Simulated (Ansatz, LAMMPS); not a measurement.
## Electronic structure of glassy 85GeO2-15Li2O (mol %) (78 atoms)

Wanted: forces, charges and levels of glassy 85GeO2-15Li2O (mol %) (78 atoms).

Calculated with Ansatz 0.2.0; Kohn-Sham DFT, PBE, PAW (set soft_2), plane waves.

## Step 1: Set-up

The cell holds 78 atoms: 22 Ge, 8 Li and 48 O. Its edges and angles: a = 10.364 Å, b = 10.364 Å, c = 10.364 Å, α = 90.0°, β = 90.0°, γ = 90.0°. 78 atoms (22 Ge, 8 Li, 48 O) placed at random at 3.6 g/cm³, melted at 4000 K for 10 ps at fixed volume with the Morse and Coulomb pair potential with partial charges (Pedone, Malavasi, Menziani, Cormack and Segre, J. Phys. Chem. B 110, 11780 (2006)). Quenched from 4000 K to 300 K at 10 K/ps and fixed volume, held 10 ps at zero pressure.

Limits known from the start: The quench rate of 10 K/ps far exceeds what a furnace or splat quench reaches, so expect more defects and frozen-in strain than in a real sample. The starting topology of bonds comes from the classical model, and needn't be the one that DFT or experiment would give. Only the Γ point is sampled, in a cell whose shortest periodic width is 10 Å.

## Step 2: How the cell was made

A classical potential supplies the starting structure, since it reaches far longer times than DFT.

This step: classical MD, Morse and Coulomb pair potential with partial charges (Pedone, Malavasi, Menziani, Cormack and Segre, J. Phys. Chem. B 110, 11780 (2006)) (LAMMPS 22 Jul 2025 - Update 4).

in.lmp reads:

```
# melt-quench of Ge22Li8O48
units metal
atom_style charge
boundary p p p
region box block 0 10.3772 0 10.3772 0 10.3772
create_box 3 box
mass 1 72.6300   # Ge
mass 2 6.9400   # Li
mass 3 15.9990   # O
create_atoms 1 random 22 619084 NULL overlap 1.5 maxtry 2000
create_atoms 2 random 8 619091 NULL overlap 1.5 maxtry 2000
create_atoms 3 random 48 619098 NULL overlap 1.5 maxtry 2000
pair_style hybrid/overlay pedone 5.5 coul/long 8.0
pair_coeff * * coul/long
pair_coeff 1 3 pedone 0.158118 2.294230 2.261313 5   # Ge-O
pair_coeff 2 3 pedone 0.001114 3.429506 2.681360 1   # Li-O
pair_coeff 3 3 pedone 0.042395 1.379316 3.618701 22   # O-O
set type 1 charge 2.4
set type 2 charge 0.6
set type 3 charge -1.2
kspace_style pppm 1.0e-4
neigh_modify delay 0 every 1 check yes
thermo_style custom step time temp pe press density
thermo_modify norm yes
timestep 0.002
thermo 100
min_style cg
minimize 1e-4 1e-4 200 2000
reset_timestep 0
velocity all create 4000 619085 mom yes dist gaussian
fix lim all nve/limit 0.05
fix lan all langevin 4000 4000 0.2 619086 zero yes
thermo 500
run 1000 post no
# [... 7 lines left out ...]
fix md all nvt temp 4000 300 0.2
run 185000 post no
unfix md
thermo 1666
fix md all npt temp 300 300 0.2 iso 0 0 2
run 5000 post no
unfix md
write_dump all custom glass.dump id type xs ys zs modify sort id
```

Run with:

```console
lmp -in in.lmp -log none -nocite
```

Numbers of over 12 decimals in the logs are rounded to 6 here.

The program printed:

```text
LAMMPS (22 Jul 2025 - Update 4)
Created orthogonal box = (0 0 0) to (10.3772 10.3772 10.3772)
Created 22 atoms
Created 8 atoms
Created 48 atoms
PPPM initialization ...
  G vector (1/distance) = 0.38690341
  grid = 12 12 12
  estimated relative force accuracy = 4.6469425e-05
   Step          Time           Temp          PotEng         Press         Density
         0   0              0             -1.3377061      557977.8       3.5980139
        71   0.142          0             -14.515052     -27678.735      3.5980139
Loop time of 0.0329932 s on 1 MPI rank(s) for 71 steps with 78 atoms
Minimization stats:
  Stopping criterion = energy tolerance
[... 17 lines left out ...]
[... 1 line left out ...]
Loop time of 1.65783 s on 1 MPI rank(s) for 5000 steps with 78 atoms
   Step          Time           Temp          PotEng         Press         Density
[... 12 lines left out ...]
Loop time of 58.7422 s on 1 MPI rank(s) for 185000 steps with 78 atoms
   Step          Time           Temp          PotEng         Press         Density
[... 1 line left out ...]
    191590   383.18         285.75347     -14.619449     -5722.7025      3.5736384
    193256   386.512        304.32439     -14.621379      13223.177      3.6180236
    194922   389.844        268.40698     -14.624032     -19812.59       3.5260793
    196000   392            345.83765     -14.62724       7487.5404      3.6116926
Loop time of 2.09544 s on 1 MPI rank(s) for 5000 steps with 78 atoms
```

Elapsed: 63 s, on 1 thread of Arm Neoverse V2, shared host; peak memory 0.07 GiB.

## Step 3: Plane-wave single point

One self-consistent run at the given positions yields energy and forces.

input.yaml reads:

```yaml
crystal:
  lattice:
    - [10.36408, 0.0, 0.0]
    - [0.0, 10.36408, 0.0]
    - [0.0, 0.0, 10.36408]
  atoms:
    - { symbol: Ge, position: [0.98795, 0.98284, 0.34205] }
    - { symbol: Ge, position: [0.64539, 0.64199, 0.44172] }
    - { symbol: Ge, position: [0.27933, 0.99261, 0.66214] }
    - { symbol: Ge, position: [0.32802, 0.10093, 0.95235] }
    - { symbol: Ge, position: [0.58936, 0.05615, 0.16336] }
    - { symbol: Ge, position: [0.29177, 0.82302, 0.10745] }
    - { symbol: Ge, position: [0.31062, 0.30202, 0.69423] }
    - { symbol: Ge, position: [0.53008, 0.33508, 0.45959] }
    - { symbol: Ge, position: [0.5267, 0.38947, 0.89888] }
    - { symbol: Ge, position: [0.3744, 0.36182, 0.1931] }
    - { symbol: Ge, position: [0.54084, 0.6952, 0.92646] }
    - { symbol: Ge, position: [0.81018, 0.22998, 0.83948] }
    - { symbol: Ge, position: [0.08261, 0.296, 5.0e-05] }
    - { symbol: Ge, position: [0.75507, 0.10582, 0.5508] }
    - { symbol: Ge, position: [0.82863, 0.28354, 0.21212] }
    - { symbol: Ge, position: [0.85215, 0.97031, 0.03724] }
    - { symbol: Ge, position: [0.02104, 0.83038, 0.79902] }
    - { symbol: Ge, position: [0.75991, 0.59829, 0.15363] }
    - { symbol: Ge, position: [0.43034, 0.88292, 0.3877] }
    - { symbol: Ge, position: [0.71385, 0.82851, 0.68363] }
    - { symbol: Ge, position: [0.1987, 0.52545, 0.38497] }
    - { symbol: Ge, position: [0.0689, 0.59854, 0.10423] }
    - { symbol: Li, position: [0.2437, 0.10254, 0.20941] }
    - { symbol: Li, position: [0.19584, 0.2042, 0.46196] }
    - { symbol: Li, position: [0.91425, 0.68757, 0.37611] }
    - { symbol: Li, position: [0.07075, 0.26959, 0.28964] }
    - { symbol: Li, position: [0.155, 0.79664, 0.51407] }
    - { symbol: Li, position: [0.9979, 0.30959, 0.51489] }
    - { symbol: Li, position: [0.20964, 0.60994, 0.68552] }
    - { symbol: Li, position: [0.0498, 0.48597, 0.80639] }
    - { symbol: O, position: [0.8078, 0.09522, 0.93338] }
    - { symbol: O, position: [0.14233, 0.89779, 0.69809] }
    - { symbol: O, position: [0.17218, 0.71975, 0.07469] }
    - { symbol: O, position: [0.95403, 0.30916, 0.88146] }
    - { symbol: O, position: [0.87552, 0.84845, 0.72407] }
    - { symbol: O, position: [0.46652, 0.39058, 0.05868] }
    - { symbol: O, position: [0.67774, 0.97319, 0.61895] }
    - { symbol: O, position: [0.61486, 0.78375, 0.81026] }
    - { symbol: O, position: [0.18875, 0.19376, 0.92104] }
    - { symbol: O, position: [0.24385, 0.63352, 0.50373] }
    - { symbol: O, position: [0.91895, 0.98299, 0.186] }
    - { symbol: O, position: [0.41397, 0.29221, 0.82528] }
    - { symbol: O, position: [0.32412, 0.8518, 0.27028] }
    - { symbol: O, position: [0.52063, 0.99433, 0.30146] }
    - { symbol: O, position: [0.67427, 0.32246, 0.85442] }
    - { symbol: O, position: [0.02426, 0.83906, 0.39544] }
    - { symbol: O, position: [0.41241, 0.34543, 0.5704] }
    - { symbol: O, position: [0.25561, 0.98534, 0.05139] }
    - { symbol: O, position: [0.9802, 0.90499, 0.93876] }
    - { symbol: O, position: [0.3614, 0.01156, 0.8081] }
    - { symbol: O, position: [0.24363, 0.2753, 0.15035] }
    - { symbol: O, position: [0.3493, 0.93912, 0.52345] }
    - { symbol: O, position: [0.70323, 0.17505, 0.18485] }
    - { symbol: O, position: [0.19287, 0.4097, 0.72494] }
    - { symbol: O, position: [0.85812, 0.0436, 0.44027] }
    - { symbol: O, position: [0.46643, 0.29438, 0.31186] }
    - { symbol: O, position: [0.69304, 0.93438, 0.09563] }
    - { symbol: O, position: [0.41765, 0.77411, 0.01084] }
    - { symbol: O, position: [0.74613, 0.64772, 0.30843] }
    - { symbol: O, position: [0.11775, 0.08426, 0.34472] }
    - { symbol: O, position: [0.60082, 0.48323, 0.43924] }
    - { symbol: O, position: [0.3234, 0.49921, 0.27224] }
    - { symbol: O, position: [0.88708, 0.30549, 0.36223] }
    - { symbol: O, position: [0.77425, 0.43481, 0.15085] }
    - { symbol: O, position: [0.63855, 0.64496, 0.04335] }
    - { symbol: O, position: [0.52844, 0.75703, 0.41593] }
    - { symbol: O, position: [0.08691, 0.57498, 0.27859] }
    - { symbol: O, position: [0.49821, 0.55208, 0.85544] }
    - { symbol: O, position: [0.71242, 0.70441, 0.57599] }
    - { symbol: O, position: [0.25409, 0.15538, 0.63128] }
    - { symbol: O, position: [0.91219, 0.6402, 0.10344] }
    - { symbol: O, position: [0.10491, 0.46082, 0.02723] }
    - { symbol: O, position: [0.82934, 0.18514, 0.67964] }
    - { symbol: O, position: [0.63532, 0.21493, 0.50241] }
    - { symbol: O, position: [0.96882, 0.25145, 0.12733] }
    - { symbol: O, position: [0.15323, 0.37728, 0.43662] }
    - { symbol: O, position: [0.05327, 0.67366, 0.80733] }
    - { symbol: O, position: [0.46891, 0.10352, 0.05217] }
kpoints:
  mp_grid: { grid: [1, 1, 1] }
hamiltonian:
  xc: pbe
scf:
  occupations: { method: fixed }
output:
  forces: true
  stress: true
  populations: true
  dos:
    method: { smearing: { sigma: 0.1 } }
    de: 0.1
    projected: { site_lists: { Ge: [Ge], Li: [Li], O: [O] } }
  eigenvalues: true
  write_density: true
  write_potential: true
  volumetric_format: npy
```

Run with:

```console
ansatz run input.yaml --threads 8 --pin off --max-ram 15872MiB --backend cpu --events-out ev --progress --plain --runs-dir out
```

The program printed:

```text
Engine: ansatz 0.2.0, aarch64-unknown-linux-gnu
Pseudopotentials: kind: paw
Pseudopotential: Ge, paw, valence charge 14, recommended cutoff 420 eV (normal), Ge.paw.azcp
Pseudopotential: Li, paw, valence charge 3, recommended cutoff 420 eV (normal), Li.paw.azcp
Pseudopotential: O, paw, valence charge 6, recommended cutoff 420 eV (normal), O.paw.azcp
[... 5 lines on functional and potentials left out ...]
Crystal: 78 atoms, lattice volume = 1113.249 Å³
Basis set: ecut = 420 eV, 21823 PW (Γ), exchange–correlation on 144×144×144 points (8 copies of the dense FFT grid, shifted against one another)
Bands: 388, of which v1, the nominal top of the filled ones, is band 310 counted from 1 (309 counted from 0)
Symmetry: 1 space group operations
Space group: P1 (ITA 1), of the structure as read, at distance tolerance 1.0e-4 Å
k-points: 1
[... 7 lines on functional and potentials left out ...]
Initial density: superposition of atomic densities (neutral atoms: chi_scale 0, normalization atom), corrected by the library's trained network
Initial wavefunctions: pseudopotential atomic-orbital guess
Functional: x = pbe(κ = 0.804, μ = 0.219515), c = pbe(β = 0.066725)
SCF iter   1: F=—  HF=-123361.025103 eV  |F-HF|=—  |Δ(HF+E_count)|=         —  Δρ=2.69e-3  dr2=9.84e-2  ethr=1.77e-3  ⟨swp⟩=5.0  Hψ=1388  notcnv=0  defer=76
preconditioner: auto → Resta (q_TF=auto, 2.475 Å⁻¹)  ε∞=2.7  [insulator: Δε(μ)=1.595 eV  Ē_g=20.870 eV  n_scr=256 (ndim 8)  ℏωp=27.4 eV  f_vac=0.234  ε∞_Penn≈2.7]
SCF iter   2: F=—  HF=-123361.016727 eV  |F-HF|=—  |Δ(HF+E_count)|=   8.38e-3  Δρ=1.47e-3  dr2=2.00e-2  ethr=1.59e-5  ⟨swp⟩=2.0  Hψ=491  notcnv=0  defer=76
SCF iter   3: F=—  HF=-123361.017607 eV  |F-HF|=—  |Δ(HF+E_count)|=   8.80e-4  Δρ=6.62e-4  dr2=5.93e-3  ethr=3.23e-6  ⟨swp⟩=2.0  Hψ=505  notcnv=0  defer=76
SCF iter   4: F=—  HF=-123361.017318 eV  |F-HF|=—  |Δ(HF+E_count)|=   2.88e-4  Δρ=1.89e-4  dr2=4.52e-4  ethr=9.56e-7  ⟨swp⟩=2.0  Hψ=471  notcnv=0  defer=76
SCF iter   5: F=—  HF=-123361.017389 eV  |F-HF|=—  |Δ(HF+E_count)|=   7.09e-5  Δρ=1.30e-4  dr2=1.65e-4  ethr=7.29e-8  ⟨swp⟩=2.0  Hψ=473  notcnv=0  defer=72
SCF iter   6: F=—  HF=-123361.017372 eV  |F-HF|=—  |Δ(HF+E_count)|=   1.70e-5  Δρ=2.86e-5  dr2=8.09e-6  ethr=2.66e-8  ⟨swp⟩=2.0  Hψ=473  notcnv=0  defer=69
SCF iter   7: F=—  HF=-123361.018812 eV  |F-HF|=—  |Δ(HF+E_count)|=   1.44e-3  Δρ=1.62e-5  dr2=2.44e-6  ethr=1.30e-9  ⟨swp⟩=2.0  Hψ=698  notcnv=0  defer=69
SCF iter   8: F=—  HF=-123361.018813 eV  |F-HF|=—  |Δ(HF+E_count)|=   5.70e-7  Δρ=4.76e-6  dr2=2.30e-7  ethr=3.94e-10  ⟨swp⟩=2.0  Hψ=576  notcnv=0  defer=69
SCF iter   9: F=-123361.018813 eV  HF=-123361.018813 eV  |F-HF|=6.53e-9  |Δ(HF+E_count)|=   1.61e-7  Δρ=2.08e-6  dr2=4.79e-8  ethr=1.61e-11  ⟨swp⟩=16.0  Hψ=2900  notcnv=0
SCF 1 converged in 9 iterations: F = -123361.018813 eV  dr2 = 4.79e-8
  greatest PAW one-centre occupation: 1.000 electrons in one spin orbital (limit 2), on the Li atom at site 23 (counted from 0), in its partial waves of l = 0
WARN: The input density's exchange-correlation potential varies sharply where the density is thin. Do not read a vacuum level from v_tot or v_xc, or from such a field of the output density. On a cell that repeats whose density bears no net charge and no dipole along the vacuum's axis use v_es (v_loc + v_h of the components); [...]
SCF converged after 9 iterations
Free energy (F): -123361.018813 eV
Harris-Foulkes:  -123361.018813 eV  (|F-HF|=6.53e-9)
Internal energy: -123361.018813 eV  (E = F + TS)
E sigma→0 (E₀):  -123361.018813 eV
Fermi energy:    3.986982 eV
--- Per-component energies (eV) ---
  E_band       = -6433.188789
  E_kinetic    = 11092.778454
  E_local      = -94611.053524  (includes V_loc(G=0)·N_el)
  E_nonlocal   = 11445.617606
  E_hartree    = 40318.167815
  E_xc         = -5255.300507
  E_vxc        = -6012.472427  (∫ρ·V_xc dr)
  E_paw        = -52378.095181  (= ΣΔE_a)
  E_vpaw       = -8984.521459  (= ΣTr[D̂ρ^β])
  E_aug_tail   = 0.128324  (compensation charges beyond the density's cutoff)
  E_ewald      = -33973.261800
  E_smearing   = -0.000000  (= −TS)
  E_closure    = 0.000000  (closes the sum)
  Σ components = -123361.018813   (vs F -123361.018813, Δ=0.00e0)
--- Forces (eV/Å), atoms counted from 1 ---
  atom   1  Ge    -1.05601670     1.84270902    -0.60571772
  atom   2  Ge    -2.20875494    -0.39408069    -0.50509481
  atom   3  Ge    -0.52680107     0.72449355     2.46129160
  atom   4  Ge     1.06625316    -0.73955106    -0.14984640
  atom   5  Ge     1.03996628    -0.51196053    -1.35837403
  atom   6  Ge     1.04853258     2.05546350    -0.37028160
  atom   7  Ge    -0.90232909     1.41060559    -0.06835438
  atom   8  Ge     0.52688209    -0.52551562    -0.50290089
  atom   9  Ge    -0.29305681     0.80751164     1.85668751
  atom  10  Ge    -0.27304479     1.71295350    -0.10872341
  atom  11  Ge    -1.28258418     0.86467577     0.49551877
  atom  12  Ge     1.31801064    -0.52144314     0.50267418
  atom  13  Ge    -1.50157592    -0.34347537     1.94159389
  atom  14  Ge    -0.44738624     0.58315649    -0.28311718
[...]
atom  77  O      1.41856946    -2.81412247    -0.27924548
  atom  78  O      0.30984191     0.92011277    -0.38214914
  max |Σ_I F_I| component: 5.62e-5 eV/Å
--- Stress (GPa, compression-positive) ---
        6.485937       0.941311       2.017104
        0.941313       7.897055      -0.907010
        2.017102      -0.907010       6.152227
  P = ⅓ Tr σ = 6.8451 GPa (68.451 kbar)
--- Band table (eV) ---
  k-point 0: bands = ["-40.5010", "-40.4379", "-39.7698", "-39.7601", [... 372 levels ...], "13.2622", "13.3272", "13.3674", "13.3991", "13.5595", "13.5973", "13.6102", "13.6170", "13.6985", "13.7299", "13.7829", "13.8406"]
--- Löwdin populations: 78 sites ---
  site symbol       q [e]
     0     Ge     12.4611
     1     Ge     12.3300
     2     Ge     12.3855
[...]
77      O      6.7588
  spilling = 0.005480 (of n_electrons = 620.000000)
```

Elapsed: 8.7 s, on 8 threads of Arm Neoverse V2, shared host; peak memory 1.5 GiB.

The program notes that the exchange-correlation potential is rough where the density is thin.

Numbers from this run:

- free energy: -123361.0188 eV
- free energy per atom: -1581.5515 eV/atom
- SCF cycles: 9
- pressure: 6.845 GPa
- r.m.s. force component: 1.172 eV/Å
- longest force: 4.455 eV/Å
- Fermi energy: 3.987 eV
- gap (highest filled to lowest empty level): 1.444 eV
- spilling of the projection: 0.00548

Neighbours are counted within 2.08 Å (O-Ge), 2.58 Å (O-Li).

Length of the force by element and coordination:

```csv
element,coordination,atoms,mean length of the force (eV/Å),spread,least,most
Ge,all,22,1.90,0.781,0.677,3.64
Li,all,8,0.661,0.302,0.295,1.31
Li,2,1,0.888,0,0.888,0.888
Li,3,4,0.785,0.303,0.593,1.31
Li,4,2,0.482,0.165,0.317,0.647
Li,5,1,0.295,0,0.295,0.295
O,all,48,1.94,0.944,0.312,4.46
O,2,31,1.68,0.851,0.312,4.34
O,3,15,2.37,0.957,0.860,4.46
O,4,2,2.78,0.442,2.34,3.23
```

Löwdin charges by element and coordination (they lack the spilled electrons, 0.044 e an atom on average):

```csv
element,coordination,atoms,mean charge (e),spread,least,most
Ge,all,22,1.62,0.0452,1.53,1.68
Li,all,8,0.798,0.015,0.770,0.821
Li,2,1,0.816,0,0.816,0.816
Li,3,4,0.802,0.012,0.791,0.821
Li,4,2,0.796,0.0052,0.791,0.802
Li,5,1,0.770,0,0.770,0.770
O,all,48,-0.803,0.0768,-1.03,-0.696
O,2,31,-0.764,0.0191,-0.802,-0.696
O,3,15,-0.856,0.0767,-0.975,-0.759
O,4,2,-1.02,0.0089,-1.03,-1.01
```

Density of states as counts of states in windows of 1 eV (from the Fermi level), total and the larger projections:

```csv
from (eV),to (eV),total,O p,Ge p,Ge s
-10,-9,8.7,5.1,0.5,2.4
-9,-8,11.4,7.0,1.0,2.5
-8,-7,9.9,6.4,1.3,1.5
-7,-6,22.8,16.7,4.9,0.6
-6,-5,19.2,14.2,4.4,0.2
-5,-4,19.1,15.2,2.2,0.3
-4,-3,45.4,39.0,3.5,0.3
-3,-2,57.6,53.9,1.8,0.2
-2,-1,57.6,55.2,0.9,0.1
-1,0,26.8,25.8,0.4,0.0
0,1,1.4,1.4,0.0,0.0
1,2,2.0,0.2,0.1,0.9
2,3,1.2,0.2,0.1,0.5
3,4,10.0,2.0,1.6,4.1
4,5,11.4,2.2,2.2,3.9
```

With fixed occupations the program's Fermi level is the highest filled level; weight inside the gap is the broadening of levels at its edges.

Between -26 and -10 eV lie 324 more states.

The levels nearest the highest filled one (over half full), pooled over k-points and spins:

```csv
level less the highest filled one (eV),occupation
-0.519,2
-0.488,2
-0.406,2
-0.366,2
-0.203,2
0,2
1.44,0
2.95,0
3.13,0
3.34,0
3.59,0
3.74,0
```

Electrostatic potential energy in the ac plane at fractional y = 0.292, with atoms of Ge and Li and O within 0.2 Å of it. With pseudopotentials it is smooth inside the atoms' cores, unlike the true potential.

Ten even steps from '0' (-36 eV) to '9' (10 eV), each cell a mean:
```
41003789999999888999999999987
54346899999998777888888778632
48888999999656767851265446200
69999999995001788840043225412
99999998874002899985565336888
99999986334457999999987678999
99999973001489999999999999999
99999962001489999999999999999
99999985223689999999999999999
78999988767557999999999999988
36899999998546777899999999874
14899999999876433679999999862
56898899999985211479999999985
88998899999986212589999997788
99899999999986455789999951159
87679999999840058999999940049
74258999998720059999998653589
74358999987652489999974213689
88789987764457999999962001478
89999720253357999999973101465
48899610166678999999986445621
56668864788889999999998888853
52124899999999999999999999997
30002689999999999999999999998
```
Columns run along a (10.4 Å; values clipped at the 3rd and 97th percentile), rows up along c (10.4 Å). Atoms in or near the plane, at fractional coordinates: Ge at (0.31, 0.69), Ge at (0.08, 0.00), Ge at (0.83, 0.21), Li at (0.00, 0.51), O at (0.95, 0.88), O at (0.41, 0.83), O at (0.24, 0.15), O at (0.47, 0.31), O at (0.89, 0.36).

(Continued in part 2 of 2.)

[Logs are printed without paths, hosts, clocks, repeated set-up lines and the standing remarks that a program may print on its own settings, such as how far it seeks lower states.]

[Hosts, paths, dates, database ids (printed as entryN), source tags and the programs' standing remarks are cut or masked in the printed files.]
